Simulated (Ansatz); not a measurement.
# ErOs2Pb2, from a guessed structure to a relaxed one

This structure for ErOs2Pb2 is made up. Its elements were placed in a known structure type with a cell scaled to their sizes. What cell does the guess relax to, and how far off was it?

Calculated with Ansatz 0.2.0; DFT, PBEsol, plane-wave PAW, default files, scalar-relativistic, ferromagnetic start, cell and ions relaxed at zero pressure, in the first sound run; inputs show where later runs differ.

In doubt: a part-filled 4f shell, where there is one, can sit in one of many states, so energies may not be the lowest and differences between runs may mislead; derivatives with an open 4f shell can jump between states, which bears on forces and vibrations.

### 1. The starting structure

The structure is tetragonal, space group I4/mmm (No. 139). The conventional cell has a = 4.537 Å, b = 4.537 Å, c = 11.342 Å, α = 90.00°, β = 90.00°, γ = 90.00°. Nearest to Pb lie 4 Os at 2.66 Å and 1 Pb at 2.88 Å and 4 Er at 3.52 Å. Os has 4 Pb at 2.66 Å and 4 Os at 3.21 Å and 4 Er at 3.63 Å nearest. Nearest to Er lie 8 Pb at 3.52 Å and 8 Os at 3.63 Å. Farther neighbours are not listed.

### 2. Relaxing cell and atoms

The guessed cell has no reason to be at equilibrium. It is relaxed with the atoms, within the space group of the guess.

The input, input.yaml:

```yaml
crystal:
  lattice:
    - [-2.2685, 2.2685, 5.671]
    - [2.2685, -2.2685, 5.671]
    - [2.2685, 2.2685, -5.671]
  atoms:
    - { symbol: Pb, position: [0.6268, 0.6268, 0.0] }
    - { symbol: Pb, position: [0.3732, 0.3732, 0.0] }
    - { symbol: Os, position: [0.25, 0.75, 0.5], spin: 1.0 }
    - { symbol: Os, position: [0.75, 0.25, 0.5], spin: 1.0 }
    - { symbol: Er, position: [0.0, 0.0, 0.0], spin: 3.0 }
magnetization:
  spin_polarized: true
kpoints:
  mp_grid: { grid: [8, 8, 8] }
scf:
  occupations: { method: fermi_dirac, width: 0.05 }
hamiltonian:
  xc: pbesol
  pseudopotentials: { kind: paw }
relax:
  f_tol: 0.015
  max_steps: 70
  cell: {}
output:
  forces: true
  stress: true
```

Run with:

```sh
ansatz run input.yaml --threads 4 --pin off --max-ram 10240MiB --backend cpu --events-out ev --progress --plain --runs-dir out
```

Numbers of over 12 decimals in the logs are rounded to 6 here.

The log of the run:

```text
basis.fft_grid_basis auto: the FFT boxes are laid along the combinations [[1, 0, 1], [0, 1, 1], [0, 0, 1]] of the cell's own vectors, 4.537, 4.537 and 6.516 Å long. The dense box has 32×32×45 points. Along the cell's own vectors, as sized, it would have 45×45×45, 1.98 times as many. Of the 16 symmetry operations that the crystal satisfies within crystal.symmetry.tolerance (time reversal apart; of a slab, those that k [...]
Engine: ansatz 0.2.0, x86_64-unknown-linux-gnu
Pseudopotentials: kind: paw
Pseudopotential: Pb, paw, valence charge 14, recommended cutoff 420 eV (normal), Pb.paw.azcp
Pseudopotential: Os, paw, valence charge 16, recommended cutoff 420 eV (normal), Os.paw.azcp
Pseudopotential: Er, paw, valence charge 22, recommended cutoff 420 eV (normal), Er.paw.azcp
Functional definition: PBEsol
  exchange = pbesol_x
  correlation = pbesol_c
Crystal: 5 atoms, lattice volume = 116.734 Å³
Basis set: ecut = 420 eV, 2299 PW (Γ), FFT grids on a1+a3, a2+a3, a3, exchange–correlation on 64×64×90 points (8 copies of the dense FFT grid, shifted against one another)
Bands: 53, of which v1, the nominal top of the filled ones, is band 41 counted from 1 (40 counted from 0)
Symmetry: 16 space group operations
Space group: I4/mmm (ITA 139), of the structure as read, at distance tolerance 4.9e-5 Å
Magnetic group: BNS 139.531 (UNI 1191), of the structure as read, at distance tolerance 4.9e-5 Å
k-points: 59 of 512
Non-local potential: Pb, projectors of the file, l = 0: 2, l = 1: 2, l = 2: 2, l = 3: 2
Non-local potential: Os, projectors of the file, l = 0: 3, l = 1: 2, l = 2: 2, l = 3: 1
Non-local potential: Er, projectors of the file, l = 0: 3, l = 1: 2, l = 2: 2, l = 3: 3
PAW form: soft (Blöchl's): semilocal exchange-correlation on the pseudo side does not see the compensation charge
PAW frozen core: Pb, regenerated for the run's functional, and the local potential with it (the file was generated under x = pbe(κ = 0.804, μ = 0.219515), c = pbe(β = 0.066725))
PAW frozen core: Os, regenerated for the run's functional, and the local potential with it (the file was generated under x = pbe(κ = 0.804, μ = 0.219515), c = pbe(β = 0.066725))
PAW frozen core: Er, regenerated for the run's functional, and the local potential with it (the file was generated under x = pbe(κ = 0.804, μ = 0.219515), c = pbe(β = 0.066725))
PAW one-centre angular grid: Pb, 590 points (default); XC on 64 Gauss nodes
PAW one-centre angular grid: Os, 590 points (default); XC on 64 Gauss nodes
PAW one-centre angular grid: Er, 590 points (default); XC on 64 Gauss nodes
Initial density: superposition of atomic densities (chi_scale 0.1, normalization cell, long waves kept (reshape's long-wave potential 0.01 eV rms))
Starting moments: Σ|m| = 5 μB on 3 of 5 sites
Initial wavefunctions: pseudopotential atomic-orbital guess
Functional: x = pbesol(κ = 0.804, μ = 0.123457), c = pbesol(β = 0.046)
SCF iter   1: F=—  HF=-57983.091962 eV  |F-HF|=—  |Δ(HF+E_count)|=         —  Δρ=4.03e-2 (↑3.34e-2 ↓4.03e-2)  dr2=1.16e1  dr2_m=1.63e-1  M=3.790 μB ∫|m|=3.884 μB  β_m=0.30  ethr=3.10e-3  ⟨swp⟩=7.4  Hψ=25219  notcnv=0  defer=10
Mixer restart at iter 1: flushing history
preconditioner: auto → Kerker (q_TF=auto, 2.572 Å⁻¹)  [metal: Δε(μ)=0.000 eV  Ē_g=11.140 eV  σ=0.050 eV  W_gap=0.00  n_scr=32 (ndim 8)  ℏωp=27.5 eV  f_vac=0.000  D(μ)=25.89/eV (n_scr^D=526)]
spin=Collinear: Kerker preconditioning applied to the charge; magnetization (m = ρ↑ − ρ↓) channel mixes plain (no charge-response kernel on spin).
SCF iter   2: F=—  HF=-57981.785462 eV  |F-HF|=—  |Δ(HF+E_count)|=         —  Δρ=2.18e-2 (↑1.98e-2 ↓2.18e-2)  dr2=3.49e0  dr2_m=7.66e-2  M=3.673 μB ∫|m|=3.783 μB  β_m=0.30  ethr=3.10e-3  ⟨swp⟩=3.0  Hψ=12795  notcnv=0  defer=294
Mixer restart at iter 2: flushing history
SCF iter   3: F=—  HF=-57981.460338 eV  |F-HF|=—  |Δ(HF+E_count)|=   3.25e-1  Δρ=1.68e-2 (↑1.35e-2 ↓1.68e-2)  dr2=1.60e0  dr2_m=5.29e-2  M=3.516 μB ∫|m|=3.652 μB  β_m=0.65  ethr=3.10e-3  ⟨swp⟩=2.3  Hψ=7918  notcnv=0  defer=285
SCF iter   4: F=—  HF=-57981.916580 eV  |F-HF|=—  |Δ(HF+E_count)|=   4.56e-1  Δρ=9.52e-3 (↑4.52e-3 ↓9.52e-3)  dr2=3.04e-1  dr2_m=1.63e-2  M=3.146 μB ∫|m|=3.327 μB  β_m=0.79  ethr=1.96e-3  ⟨swp⟩=3.5  Hψ=12920  notcnv=0  defer=287
SCF iter   5: F=—  HF=-57982.183395 eV  |F-HF|=—  |Δ(HF+E_count)|=   2.67e-1  Δρ=7.16e-3 (↑6.44e-3 ↓7.16e-3)  dr2=1.94e-1  dr2_m=7.66e-3  M=3.000 μB ∫|m|=3.144 μB  β_m=0.60  ethr=3.71e-4  ⟨swp⟩=3.4  Hψ=15571  notcnv=0  defer=294
SCF iter   6: F=—  HF=-57982.053194 eV  |F-HF|=—  |Δ(HF+E_count)|=         —  Δρ=8.21e-3 (↑6.60e-3 ↓8.21e-3)  dr2=6.14e-2  dr2_m=5.19e-2  M=2.649 μB ∫|m|=2.743 μB  β_m=0.60  ethr=2.37e-4  ⟨swp⟩=3.4  Hψ=13798  notcnv=0  defer=317
Mixer restart at iter 6: flushing history
SCF iter   7: F=—  HF=-57982.059496 eV  |F-HF|=—  |Δ(HF+E_count)|=   6.30e-3  Δρ=4.55e-3 (↑3.86e-3 ↓4.55e-3)  dr2=2.51e-2  dr2_m=1.74e-2  M=2.588 μB ∫|m|=2.653 μB  β_m=0.80  ethr=7.49e-5  ⟨swp⟩=2.1  Hψ=9820  notcnv=0  defer=314
SCF iter   8: F=—  HF=-57982.079047 eV  |F-HF|=—  |Δ(HF+E_count)|=   1.96e-2  Δρ=5.61e-3 (↑2.69e-3 ↓5.61e-3)  dr2=7.07e-2  dr2_m=3.89e-3  M=2.523 μB ∫|m|=2.560 μB  β_m=0.29  ethr=3.06e-5  ⟨swp⟩=2.5  Hψ=12536  notcnv=0  defer=329  recentre
SCF iter   9: F=—  HF=-57982.059401 eV  |F-HF|=—  |Δ(HF+E_count)|=   1.96e-2  Δρ=2.72e-3 (↑2.00e-3 ↓2.72e-3)  dr2=1.23e-2  dr2_m=5.08e-3  M=2.534 μB ∫|m|=2.576 μB  β_m=0.79  ethr=3.06e-5  ⟨swp⟩=2.2  Hψ=12692  notcnv=0  defer=317
SCF iter  10: F=—  HF=-57982.062393 eV  |F-HF|=—  |Δ(HF+E_count)|=   2.99e-3  Δρ=5.32e-4 (↑3.85e-4 ↓5.32e-4)  dr2=3.33e-4  dr2_m=1.73e-4  M=2.471 μB ∫|m|=2.493 μB  β_m=0.83  ethr=1.50e-5  ⟨swp⟩=2.4  Hψ=12333  notcnv=0  defer=324
SCF iter  11: F=—  HF=-57982.062798 eV  |F-HF|=—  |Δ(HF+E_count)|=   4.05e-4  Δρ=2.47e-4 (↑7.95e-5 ↓2.47e-4)  dr2=3.67e-5  dr2_m=1.88e-5  M=2.480 μB ∫|m|=2.503 μB  β_m=0.91  ethr=4.06e-7  ⟨swp⟩=2.1  Hψ=11639  notcnv=0  defer=317
SCF iter  12: F=—  HF=-57982.062984 eV  |F-HF|=—  |Δ(HF+E_count)|=   1.86e-4  Δρ=1.49e-4 (↑4.13e-5 ↓1.49e-4)  dr2=2.17e-5  dr2_m=5.51e-6  M=2.479 μB ∫|m|=2.502 μB  β_m=0.96  ethr=4.47e-8  ⟨swp⟩=2.4  Hψ=11451  notcnv=0  defer=317
SCF iter  13: F=—  HF=-57982.063031 eV  |F-HF|=—  |Δ(HF+E_count)|=   4.64e-5  Δρ=6.15e-5 (↑5.24e-5 ↓6.15e-5)  dr2=1.04e-5  dr2_m=1.71e-6  M=2.477 μB ∫|m|=2.499 μB  β_m=0.98  ethr=2.65e-8  ⟨swp⟩=2.9  Hψ=12283  notcnv=0  defer=317
[...]
Basis set: ecut = 420 eV, 2187 PW (Γ), FFT grids on a1+a3, a2+a3, a3, exchange–correlation on 60×60×90 points (8 copies of the dense FFT grid, shifted against one another)
Initial wavefunctions: pseudopotential atomic-orbital guess (no wavefunctions were taken with the density)
iter 1 solved again at ethr=4.32e-8 eV; its pass at ethr=3.10e-3 eV (dr2=3.54e-5 eV) is discarded
SCF iter   1: F=—  HF=-57982.148696 eV  |F-HF|=—  |Δ(HF+E_count)|=         —  Δρ=9.50e-5 (↑9.25e-5 ↓9.50e-5)  dr2=8.76e-6  dr2_m=1.75e-7  M=2.436 μB ∫|m|=2.486 μB  β_m=0.65  ethr=4.32e-8  ⟨swp⟩=4.1  Hψ=49097  notcnv=0
preconditioner: auto → Kerker (q_TF=auto, 2.592 Å⁻¹)  [metal: Δε(μ)=0.007 eV  Ē_g=12.095 eV  σ=0.050 eV  W_gap=0.04  n_scr=32 (ndim 8)  ℏωp=28.1 eV  f_vac=0.000  D(μ)=11.38/eV (n_scr^D=148)]
spin=Collinear: Kerker preconditioning applied to the charge; magnetization (m = ρ↑ − ρ↓) channel mixes plain (no charge-response kernel on spin).
SCF iter   2: F=—  HF=-57982.148712 eV  |F-HF|=—  |Δ(HF+E_count)|=   1.62e-5  Δρ=4.07e-5 (↑3.56e-5 ↓4.07e-5)  dr2=2.26e-6  dr2_m=5.29e-8  M=2.436 μB ∫|m|=2.486 μB  β_m=0.65  ethr=1.07e-8  ⟨swp⟩=2.6  Hψ=10538  notcnv=0
SCF iter   3: F=—  HF=-57982.148715 eV  |F-HF|=—  |Δ(HF+E_count)|=   2.97e-6  Δρ=1.22e-5 (↑9.88e-6 ↓1.22e-5)  dr2=3.54e-7  dr2_m=4.03e-9  M=2.436 μB ∫|m|=2.486 μB  β_m=0.52  ethr=2.76e-9  ⟨swp⟩=2.0  Hψ=10863  notcnv=0
SCF iter   4: F=—  HF=-57982.148715 eV  |F-HF|=—  |Δ(HF+E_count)|=   3.65e-8  Δρ=6.52e-6 (↑6.52e-6 ↓5.93e-6)  dr2=2.32e-7  dr2_m=3.43e-10  M=2.436 μB ∫|m|=2.486 μB  β_m=0.61  ethr=4.32e-10  ⟨swp⟩=2.4  Hψ=11044  notcnv=0
SCF iter   5: F=—  HF=-57982.148716 eV  |F-HF|=—  |Δ(HF+E_count)|=   4.96e-7  Δρ=5.51e-6 (↑4.59e-6 ↓5.51e-6)  dr2=1.88e-7  dr2_m=3.51e-9  M=2.435 μB ∫|m|=2.486 μB  β_m=0.81  ethr=2.83e-10  ⟨swp⟩=2.0  Hψ=10934  notcnv=0
SCF iter   6: F=—  HF=-57982.148716 eV  |F-HF|=—  |Δ(HF+E_count)|=   3.30e-7  Δρ=3.62e-6 (↑2.30e-6 ↓3.62e-6)  dr2=1.08e-7  dr2_m=2.32e-9  M=2.435 μB ∫|m|=2.486 μB  β_m=0.90  ethr=2.30e-10  ⟨swp⟩=2.2  Hψ=11039  notcnv=0
SCF iter   7: F=—  HF=-57982.148716 eV  |F-HF|=—  |Δ(HF+E_count)|=  9.75e-10  Δρ=9.23e-7 (↑4.52e-7 ↓9.23e-7)  dr2=2.65e-9  dr2_m=1.46e-10  M=2.435 μB ∫|m|=2.486 μB  β_m=0.95  ethr=1.32e-10  ⟨swp⟩=2.0  Hψ=10994  notcnv=0
SCF iter   8: F=—  HF=-57982.148716 eV  |F-HF|=—  |Δ(HF+E_count)|=   9.83e-8  Δρ=3.82e-7 (↑2.17e-7 ↓3.82e-7)  dr2=6.52e-10  dr2_m=4.00e-11  M=2.435 μB ∫|m|=2.486 μB  β_m=0.98  ethr=3.23e-12  ⟨swp⟩=2.1  Hψ=11186  notcnv=0
SCF iter   9: F=—  HF=-57982.148716 eV  |F-HF|=—  |Δ(HF+E_count)|=  4.37e-11  Δρ=2.03e-7 (↑6.00e-8 ↓2.03e-7)  dr2=6.39e-11  dr2_m=8.80e-12  M=2.435 μB ∫|m|=2.486 μB  β_m=0.99  ethr=1.00e-12  ⟨swp⟩=2.0  Hψ=11030  notcnv=0
SCF iter  10: F=—  HF=-57982.148716 eV  |F-HF|=—  |Δ(HF+E_count)|=  1.02e-10  Δρ=5.77e-8 (↑3.52e-8 ↓5.77e-8)  dr2=9.79e-12  dr2_m=4.25e-13  M=2.435 μB ∫|m|=2.486 μB  β_m=0.99  ethr=1.00e-12  ⟨swp⟩=2.0  Hψ=8811  notcnv=0
SCF iter  11: F=—  HF=-57982.148716 eV  |F-HF|=—  |Δ(HF+E_count)|=  2.18e-11  Δρ=4.07e-8 (↑3.04e-8 ↓4.07e-8)  dr2=1.43e-11  dr2_m=2.18e-13  M=2.435 μB ∫|m|=2.486 μB  β_m=1.00  ethr=1.00e-12  ⟨swp⟩=1.1  Hψ=6262  notcnv=0
SCF iter  12: F=—  HF=-57982.148716 eV  |F-HF|=—  |Δ(HF+E_count)|=  7.28e-12  Δρ=2.12e-8 (↑1.82e-8 ↓2.12e-8)  dr2=3.35e-12  dr2_m=2.09e-14  M=2.435 μB ∫|m|=2.486 μB  β_m=1.00  ethr=1.00e-12  ⟨swp⟩=1.0  Hψ=6258  notcnv=0
SCF iter  13: F=—  HF=-57982.148716 eV  |F-HF|=—  |Δ(HF+E_count)|=  2.18e-11  Δρ=1.41e-8 (↑1.01e-8 ↓1.41e-8)  dr2=4.86e-13  dr2_m=2.16e-14  M=2.435 μB ∫|m|=2.486 μB  β_m=0.92  ethr=1.00e-12  ⟨swp⟩=1.0  Hψ=6259  notcnv=0
SCF iter  14: F=—  HF=-57982.148716 eV  |F-HF|=—  |Δ(HF+E_count)|=  2.91e-11  Δρ=1.14e-8 (↑9.83e-9 ↓1.14e-8)  dr2=1.05e-12  dr2_m=8.32e-15  M=2.435 μB ∫|m|=2.486 μB  β_m=0.87  ethr=1.00e-12  ⟨swp⟩=1.1  Hψ=6264  notcnv=0
SCF iter  15: F=-57982.148716 eV  HF=-57982.148716 eV  |F-HF|=0.00e0  |Δ(HF+E_count)|=  1.46e-11  Δρ=6.91e-8 (↑1.73e-8 ↓6.91e-8)  dr2=1.14e-11  dr2_m=1.14e-12  M=2.435 μB ∫|m|=2.486 μB  ethr=1.00e-12  ⟨swp⟩=2.9  Hψ=18970  notcnv=0
SCF 8 converged in 15 iterations: F = -57982.148716 eV  dr2 = 1.14e-11
relax step   8: F+E_penalty+E_count = -57982.14871602 eV  Δ(F+E_penalty+E_count) = +1.252e-3 eV  max|allowed force component| = 2.549e-3 eV/Å  Δτ_max = 0.0000 Å  P = -0.007 GPa  Ω = 111.423 Å³  stress off target by 9.05e-3 GPa  SCF on the basis re-selected at this cell (its energy is not comparable with the rows above)  (15 SCF iters)
basis re-selected at this cell: Δ(F+E_penalty+E_count) = +1.252e-3 eV, ΔP = +0.002 GPa vs the last step (what re-selecting the basis moved, of the pressure what is left beyond the Pulay correction that the steps carried, after the strain that the cell walked since its last selection, with what the two solves' SCF thresholds leave and, on support functions, any second-order correction that the steps lacked; it is no measure of the basis error at this ecutwfc). The dense FFT grid was sized anew with the basis: this SCF ran on 30×30×45 points, the steps before it on 32×32×45, so part of this shift can come from that change (see relax.cell in the input reference). [rest of the remark cut]
SCF converged after 15 iterations
Magnetization: 2.4354 μB (42.2177 up, 39.7823 down)
Absolute magnetization: 2.4806 μB (∫|ρ↑−ρ↓|, with the PAW one-centre terms)
Spin contamination: 0.1593 ħ² per cell (⟨S²⟩ above its minimum at these occupations)
Per-site moments (μB) at R_I (Å): [(-0.0016553, 1.093019), (-0.0016553, 1.093019), (0.020923, 1.093019), (0.020923, 1.093019), (2.406468, 1.400367)]
Free energy (F): -57982.148716 eV
Harris-Foulkes:  -57982.148716 eV  (|F-HF|=0.00e0)
Internal energy: -57982.056005 eV  (E = F + TS)
E sigma→0 (E₀):  -57982.102360 eV
Entropy (-TS):   -0.092711 eV (-18.542 meV/atom)
Fermi energy:    15.604364 eV
--- Per-component energies (eV) ---
  E_band       = -275.957805
  E_kinetic    = 2094.747479
  E_local      = -8723.787492  (includes V_loc(G=0)·N_el)
  E_nonlocal   = 1394.633807
  E_hartree    = 3638.697808
  E_xc         = -1157.777528
  E_vxc        = -1055.496408  (∫ρ·V_xc dr)
  E_paw        = -45308.119149  (= ΣΔE_a)
  E_vpaw       = -1263.450674  (= ΣTr[D̂ρ^β])
  E_aug_tail   = -0.000051  (compensation charges beyond the density's cutoff)
  E_ewald      = -9922.039687
  E_core_change = 1.588807  (= ΣΔE_core)
  E_smearing   = -0.092711  (= −TS)
  E_closure    = -0.000000  (closes the sum)
  Σ components = -57982.148716   (vs F -57982.148716, Δ=0.00e0)
--- Forces (eV/Å), atoms counted from 1 ---
  atom   1  Pb     0.00000000    -0.00000000    -0.00254939
  atom   2  Pb     0.00000000    -0.00000000     0.00254939
  atom   3  Os    -0.00000000    -0.00000000     0.00000000
  atom   4  Os     0.00000000     0.00000000     0.00000000
  atom   5  Er    -0.00000000     0.00000000     0.00000000
  max |Σ_I F_I| component: 2.39e-17 eV/Å
--- Stress (GPa, compression-positive) ---
       -0.009054       0.000000       0.000000
        0.000000      -0.009054       0.000000
       -0.000000       0.000000      -0.001504
  P = ⅓ Tr σ = -0.0065 GPa (-0.065 kbar)
--- Relaxed structure (7 steps of the walk, 6 accepted, 1 SCFs on fresh bases) ---
  F+E_penalty+E_count = -57982.14871602 eV   max|allowed force component| = 2.549e-3 eV/Å   (the final SCF, on the basis selected at the relaxed cell)
  cell:  # Å, volume = 111.4226 Å³
    - [-2.178254, 2.178254, 5.870785]
    - [2.178254, -2.178254, 5.870785]
    - [2.178254, 2.178254, -5.870785]
  atoms:
    - { symbol: Pb, position: [0.621503, 0.621503, 0] }
    - { symbol: Pb, position: [0.378497, 0.378497, 0] }
    - { symbol: Os, position: [0.250000, 0.75, 0.500000] }
    - { symbol: Os, position: [0.75, 0.250000, 0.500000] }
    - { symbol: Er, position: [1.5294687673927058e-19, 1.5294687673927053e-19, 0] }
```

Elapsed: 1.7 min, on 4 threads of Intel Xeon Platinum 8375C at 2.90GHz (Ice Lake), shared host; peak memory 1.2 GiB.

Relaxation path:

```tsv
step	energy less that of the first step (eV)	largest force component (eV/Å)	pressure (GPa)	volume (Å³)
1	0.0000	0.1327	-3.64	116.73
2	0.0120	0.5649	5.57	107.86
3	-0.0575	0.0035	-0.51	112.93
4	-0.0685	0.0974	0.54	111.63
5	-0.0749	0.0089	0.56	111.10
6	-0.0768	0.0052	0.01	111.48
7	-0.0769	0.0023	-0.01	111.42
8*	-0.0757	0.0025	-0.01	111.42
```

Relaxation steps marked * repeat the geometry before them on a plane-wave basis chosen anew for their cell, so energy and pressure can jump there. Relaxation step 2 was tried and not accepted.

Forces are held to the 16 operations that the run works with; a distortion that breaks them can't arise in this run.

```tsv
conventional cell, symmetrised	before	after	change
a (Å)	4.537	4.357	-4.0 %
b (Å)	4.537	4.357	-4.0 %
c (Å)	11.342	11.742	+3.5 %
volume (Å³/atom)	23.35	22.28	-4.5 %
```

The atoms that moved most (Å, as changes of fractional coordinates times the final cell):

```tsv
atom	dx	dy	dz	length
Pb1	0.000	0.000	-0.062	0.062
Pb2	0.000	0.000	0.062	0.062
```

Final coordinates:

```xyz
5
Lattice="-2.1783 2.1783 5.8708 2.1783 -2.1783 5.8708 2.1783 2.1783 -5.8708" Properties=species:S:1:pos:R:3 pbc="T T T"
Pb    0.0000    0.0000    7.2974
Pb    0.0000    0.0000    4.4441
Os    2.1783    0.0000    2.9354
Os    0.0000    2.1783    2.9354
Er    0.0000    0.0000    0.0000
```

This step gave:

| Property | Result |
| --- | --- |
| free energy | -57982.1487 eV |
| energy at zero smearing | -57982.1024 eV |
| smearing term TS | 0.09271 eV |
| Fermi energy | 15.60 eV |
| magnetization | 2.435 μB |
| absolute magnetization | 2.481 μB |
| site moments | -0.001655, -0.001655, 0.02092, 0.02092, 2.406 μB |
| electrons | 82 |
| symmetry operations | 16 |
| pressure | -0.006537 GPa |

Site moment by atom:

```tsv
atom	site moment (μB)
Pb1	0.00
Pb2	0.00
Os3	0.02
Os4	0.02
Er5	2.41
```

The shortest distance of each pair, which need not be the same contact before and after:

```tsv
pair	guess (Å)	relaxed (Å)
Os–Pb	2.664	2.650
Pb–Pb	2.876	2.853
Os–Os	3.208	3.081
Er–Pb	3.516	3.395
Er–Os	3.631	3.655
```

The relaxation ends with a largest force component of 0.0025 eV/Å and a pressure of -0.01 GPa.

(Part 1 of 2 ends here.)

[Logs are printed without paths, hosts, clocks, repeated set-up lines and the standing remarks that a program may print on its own settings, such as how far it seeks lower states.]

[Hosts, paths, dates, database ids (printed as entryN), source tags and the programs' standing remarks are cut or masked in the printed files.]
